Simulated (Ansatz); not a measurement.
# Is ZnCd in the Bh ordering a stable metal?, part 3 of 3

The plan: relax ZnCd in the Bh ordering, check its phonons, and, if the lattice is stable, compute its Eliashberg function and ρ(T).

Ansatz 0.2.0; DFT PBE, scalar-relativistic, plane waves, PAW.

So far, highest frequency, solved or plainly interpolated (cm⁻¹): step 4 (phonons: q 2×2×1, k 6×6×4) 163. Also lowest on path (cm⁻¹): step 4 -12.0. The relaxed cell has a = 3.068, c = 4.666 Å (conventional setting).

The structure was built from a prototype and need not be the compound's stable phase.

### 5. Phonons: q 3×3×2, k 9×9×6

An imaginary mode on so few k-points may come from the sampling, so the phonons are repeated with another q and k mesh.

Contents of input.yaml:

```yaml
crystal:
  lattice:
    - [3.0677083637, 0.0, 0.0]
    - [-1.5338541818, 2.6567133743, 0.0]
    - [0.0, 0.0, 4.6657523614]
  atoms:
    - { symbol: Cd, position: [0.3333333333, 0.6666666667, 0.25] }
    - { symbol: Zn, position: [0.6666666667, 0.3333333333, 0.75] }
kpoints:
  mp_grid: { grid: [9, 9, 6] }
hamiltonian:
  xc: pbe
scf:
  occupations: { method: methfessel_paxton, width: 0.2 }
output:
  eigenvalues: true
phonons:
  method: dfpt
  qmesh: [3, 3, 2]
  temperatures: { t_max: 1000, t_step: 50 }
  qpath:
    path:
      - [[0.0, 0.0, 0.0], [0.5, 0.0, 0.0], [0.33333333, 0.33333333, 0.0], [0.0, 0.0, 0.0], [0.0, 0.0, 0.5], [0.5, 0.0, 0.5], [0.33333333, 0.33333333, 0.5], [0.0, 0.0, 0.5]]
      - [[0.5, 0.0, 0.5], [0.5, 0.0, 0.0]]
      - [[0.33333333, 0.33333333, 0.5], [0.33333333, 0.33333333, 0.0]]
    npoints: 10
```

On the command line:

```sh
$ ansatz run input.yaml --threads 4 --pin off --max-ram 8192MiB --backend cpu --events-out ev --progress --plain --runs-dir out
```

Numbers of over 12 decimals in the logs are rounded to 6 here.

The log of the run:

```text
Warning: phonons: the dynamical matrix that this run interpolates holds no multipole term above the dipole-dipole one, and a site of this crystal is no centre of inversion, so its interpolated transverse optical and acoustic branches and sound speeds can stay off near Gamma, and the density of states and the thermodynamics with them. What a run solves at a wave vector of phonons.qpoints, Gamma apart, where the deck admits one, is free of this, and under fd what a larger phonons.supercell samples
[...]
Crystal: 2 atoms, lattice volume = 38.026 Å³
Basis set: ecut = 420 eV, 735 PW (Γ), exchange–correlation on 48×48×64 points (8 copies of the dense FFT grid, shifted against one another)
Bands: 20, of which v1, the nominal top of the filled ones, is band 16 counted from 1 (15 counted from 0)
Symmetry: 12 space group operations
k-points: 48 of 486 (time reversal used)
[...]
SCF iter   1: F=—  HF=-11573.282507 eV  |F-HF|=—  |Δ(HF+E_count)|=         —  Δρ=1.49e-3  dr2=5.39e-4  ethr=1.77e-3  ⟨swp⟩=4.9  Hψ=3908  notcnv=0
[...]
SCF iter   9: F=-11573.283179 eV  HF=-11573.283179 eV  |F-HF|=1.82e-12  |Δ(HF+E_count)|=  8.37e-11  S|Δr|=    0.00e0  Δρ=8.19e-8  dr2=1.51e-12  ethr=1.00e-12  ⟨swp⟩=4.0  Hψ=4521  notcnv=0
SCF 1 converged in 9 iterations: F = -11573.283179 eV  dr2 = 1.51e-12
[...]
SCF iter   1: F=—  HF=-11573.283179 eV  |F-HF|=—  |Δ(HF+E_count)|=         —  Δρ=1.13e-7  dr2=4.76e-12  ethr=9.13e-9  ⟨swp⟩=3.2  Hψ=6877  notcnv=0
eigensolver tolerance schedule: the retry pair's looser diagonalisation over-reported the residual by 613879.54 of it (diagonalisation noise at an unbounded share of the residual, at the tolerance the schedule requests for it); recorded, not acted on — ethr = c·dr2/N_el stays at c = 1.0e-1
[...]
SCF iter   2: F=—  HF=-11573.283179 eV  |F-HF|=—  |Δ(HF+E_count)|=   1.46e-9  S|Δr|=    0.00e0  Δρ=1.26e-7  dr2=1.18e-11  ethr=1.00e-12  ⟨swp⟩=5.5  Hψ=3966  notcnv=0
SCF iter   3: F=-11573.283179 eV  HF=-11573.283179 eV  |F-HF|=0.00e0  |Δ(HF+E_count)|=  2.84e-10  S|Δr|=    0.00e0  Δρ=5.45e-8  dr2=1.72e-12  ethr=1.00e-12  ⟨swp⟩=1.0  Hψ=2113  notcnv=0
SCF 2 converged in 3 iterations: F = -11573.283179 eV  dr2 = 1.72e-12
[...]
SCF converged after 9 iterations
[...]
Free energy (F): -11573.283179 eV
[...]
Internal energy: -11573.284026 eV  (E = F + TS)
E sigma→0 (E₀):  -11573.283391 eV
Entropy (-TS):   0.000848 eV (0.424 meV/atom)
Fermi energy:    12.655787 eV
[...]
--- Band table (eV; the first three rows and the last of 48) ---
  k-point 0: bands = [... 12 lower, 5.3021, 5.5120, 5.5120, 10.5633, 12.1335, 24.3509, 24.3509, 25.6095]
  k-point 1: bands = [... 12 lower, 5.3104, 5.5103, 5.5103, 8.8591, 14.2067, 24.4954, 24.4954, 25.6309]
  k-point 2: bands = [... 12 lower, 5.3319, 5.5026, 5.5026, 6.9466, 17.2233, 24.1141, 24.8201, 24.8201]
  k-point 47: bands = [... 12 lower, 5.3810, 5.5197, 12.7134, 12.9526, 12.9822, 13.8103, 14.0855, 14.2990]
[...]
ASR residual: 6.751e-5 → 0.000e0 eV/Å²; symmetrization residual: 2.166e-5 eV/Å²
  ASR residual per site (eV/Å²): 6.75e-5 1.65e-5
  Γ frequencies (cm⁻¹): 0.00 0.00 0.00 62.88 62.88 160.94
--- Phonons (arbitrary-q DFPT): 6 irreducible q on the 3×3×2 mesh ---
[...]
q = [0.0000, 0.0000, -0.5000] (star 1, 4 solved perturbations in 296 linear systems a pass and spin channel, the states on 100 of 486 k-point pairs; hermiticity 4.74e-7, symmetrization 2.31e-7): 41.05 41.05 48.27 48.27 90.18 122.09
[...]
interpolated dispersion: 93 rows × 6 modes
[...]
```

Wall time 52 s (4 threads of Intel Xeon Platinum 8488C (Sapphire Rapids), shared host); peak memory 0.79 GiB.

This step gave:

```
share of imaginary modes in the plain interpolation between solved wavevectors : 0.0812
highest frequency, solved or plainly interpolated                              : 160.9 cm⁻¹
```

Solved on the 3×3×2 mesh alone; all other wavevectors are interpolated. Phonon branches along the path, in cm⁻¹:

| point | branch 1 | branch 2 | branch 3 | branch 4 | branch 5 | branch 6 |
| --- | --- | --- | --- | --- | --- | --- |
| Γ | 0 | 0 | 0 | 63 | 63 | 161 |
| halfway | 30 | 36 | 64 | 70 | 101 | 143 |
| M | 34 | 56 | 76 | 77 | 117 | 135 |
| halfway | 32 | 56 | 71 | 95 | 113 | 131 |
| K | 31 | 58 | 68 | 107 | 114 | 121 |
| halfway | 31 | 40 | 64 | 82 | 105 | 138 |
| Γ | 0 | 0 | 0 | 63 | 63 | 161 |
| halfway | 24 | 24 | 53 | 58 | 58 | 147 |
| A | 41 | 41 | 48 | 48 | 90 | 122 |
| halfway | -29 | 34 | 47 | 75 | 109 | 141 |
| L | -35 | 37 | 58 | 94 | 119 | 159 |
| halfway | -27 | 48 | 74 | 97 | 120 | 155 |
| H | -15 | 56 | 82 | 107 | 122 | 149 |
| halfway | -32 | 36 | 57 | 79 | 112 | 144 |
| A | 41 | 41 | 48 | 48 | 90 | 122 |
| jump to L | -35 | 37 | 58 | 94 | 119 | 159 |
| halfway | 5 | 34 | 69 | 101 | 106 | 150 |
| M | 34 | 56 | 76 | 77 | 117 | 135 |
| jump to H | -15 | 56 | 82 | 107 | 122 | 149 |
| halfway | 17 | 43 | 89 | 105 | 115 | 137 |
| K | 31 | 58 | 68 | 107 | 114 | 121 |

The phonon branches as a text plot (rows in cm⁻¹):

```
    157 |***                ****         *****          **
    149 |   *             **    *      **     *****       *  *
    140 |                *            *            **      *  *
    132 |    *******    *        *   *               *      *
    124 |     **    ****          ***       *****     **       **
    116 |    *  ***  * **              *****     **     ** ******
    108 |          ****  *            *       **   **     *  ** *
     99 |          *   *            **      **  *    **  **    *
     91 |   *     *     * *       **    ****     *     **      *
     83 |        *       * *           *      **  *        * **
     75 |  * ******       * *    *    *      *  ** *       **   *
     67 |*****     ******* ****             *     * *    **
     59 |   *   ********  *    **    *   ***  **   * *  *   *
     50 |  *  **           *    ***** ***    *  *   * **     ** *
     42 |    *          **  *     ****     **    **  ***   *
     34 | * ***************    * *  * *****        ** * *****  **
     26 |  **             **    *
     18 |***                ** *     *
      9 |*                   *                       *    *   *
      1 |                     *
     -7 |
    -15 |                                     **             *
    -23 |                                    *  *   *
    -32 |                             *******    ***    **
         Γ      M    K        Γ   A       L    H       A|L M|H  K
```

Lowest modes at the softest wavevector of the mesh. The modes at q = (0.000, 0.333, 0.500) (shares of kinetic energy by element, %) (negative means imaginary):

| mode | frequency (cm⁻¹) | Cd % | Zn % |
| --- | --- | --- | --- |
| 1 | -35.3 | 43 | 57 |
| 2 | 32.8 | 0 | 100 |
| 3 | 52.4 | 100 | 0 |
| 4 | 85.8 | 57 | 43 |
| 5 | 114.2 | 57 | 43 |
| 6 | 149.8 | 43 | 57 |

Displacements in mode 1 (-35.3 cm⁻¹), the largest set to 1, in the home cell (x, y, z of the real part, then of the imaginary part):
```
Cd1  0.00  0.00  0.59  0.00  0.00 -0.29
Zn2  0.00 -0.99  0.00  0.00 -0.17  0.00
```

Displacements in mode 5 (114.2 cm⁻¹), the largest set to 1, in the home cell (x, y, z of the real part, then of the imaginary part):
```
Cd1  0.00  0.00 -0.83  0.00  0.00  0.31
Zn2  0.00 -0.96  0.00  0.00 -0.26  0.00
```

The modes has structure finer than the step of the table below, so its rows give means over 10 cm⁻¹, whole bins alone (the curve runs from -45.4 to 176 cm⁻¹). Peaks (cm⁻¹: height): Cd -31.5: 0.0110, 32.5: 0.0296, 74.2: 0.031, 110.4: 0.0357, 142.4: 0.0203; Zn -31.5: 0.0133, 33.9: 0.0817, 77.0: 0.0232, 111.8: 0.0272, 142.4: 0.0304.

Phonopy on the run's constants, 21x21x13 mesh, Gaussian sigma 2.0 cm⁻¹. Modes against wavenumber; means over each step; values in 1/cm⁻¹/cell:

| wavenumber (cm⁻¹) | Cd | Zn |
| --- | --- | --- |
| -40 | 0.00100 | 0.00122 |
| -30 | 0.00959 | 0.0114 |
| -20 | 0.00808 | 0.00877 |
| -10 | 0.00383 | 0.00401 |
| 0 | 0.00169 | 0.00156 |
| 10 | 0.00467 | 0.00414 |
| 20 | 0.00818 | 0.00697 |
| 30 | 0.0210 | 0.0458 |
| 40 | 0.0118 | 0.0322 |
| 50 | 0.0153 | 0.0125 |
| 60 | 0.0225 | 0.0111 |
| 70 | 0.0292 | 0.0197 |
| 80 | 0.0272 | 0.0215 |
| 90 | 0.0240 | 0.0202 |
| 100 | 0.0235 | 0.0136 |
| 110 | 0.0302 | 0.0206 |
| 120 | 0.0129 | 0.0121 |
| 130 | 0.00954 | 0.00788 |
| 140 | 0.0170 | 0.0231 |
| 150 | 0.0160 | 0.0188 |
| 160 | 0.00286 | 0.00296 |
| 170 | 1.0e-6 | 1.5e-6 |

No LO-TO term; unit eigenvectors of the mass-weighted matrix. Modes at Γ, with each element's share of the kinetic energy:

| mode | frequency (cm⁻¹) | symmetry | Cd % | Zn % |
| --- | --- | --- | --- | --- |
| 1 | 0.0 | unnamed | 63 | 37 |
| 2 | 0.0 | unnamed | 63 | 37 |
| 3 | 0.0 | unnamed | 63 | 37 |
| 4 | 62.9 | E' | 37 | 63 |
| 5 | 62.9 | E' | 37 | 63 |
| 6 | 160.9 | A2'' | 37 | 63 |

Displacements in mode 5 (62.9 cm⁻¹), the largest set to 1:
```
Cd1 -0.58  0.37  0.00
Zn2  1.00 -0.64  0.00
```

Displacements in mode 6 (160.9 cm⁻¹), the largest set to 1:
```
Cd1  0.00  0.00 -0.58
Zn2  0.00  0.00  1.00
```

Among the solved wavevectors the lowest mode, translations apart, is -35.3 cm⁻¹, imaginary.

### 6. Summary of results

- phonon run of the rows without a label of their own: PBE, q 3×3×2, k 9×9×6
- softest mode on the q mesh: -35.3 cm⁻¹ at q = (0, 0.333, 0.5)
- highest frequency, solved or plainly interpolated: 161 cm⁻¹

The lattice is dynamically unstable at this level: a mode at q = (0, 0.333, 0.5) is imaginary, 35.3i cm⁻¹, so no harmonic coupling constant or resistivity is defined for this structure. These meshes are coarse, and single modes of a metal can move by tens of cm⁻¹ with the k mesh. The coarser mesh found an imaginary mode at another wavevector, which this mesh lacks. The structure was built by hand as an ordered model, and its stability against other phases was not tested.

[Logs are printed without paths, hosts, clocks, repeated set-up lines and the standing remarks that a program may print on its own settings, such as how far it seeks lower states.]

[Hosts, paths, dates, database ids (printed as entryN), source tags and the programs' standing remarks are cut or masked in the printed files.]
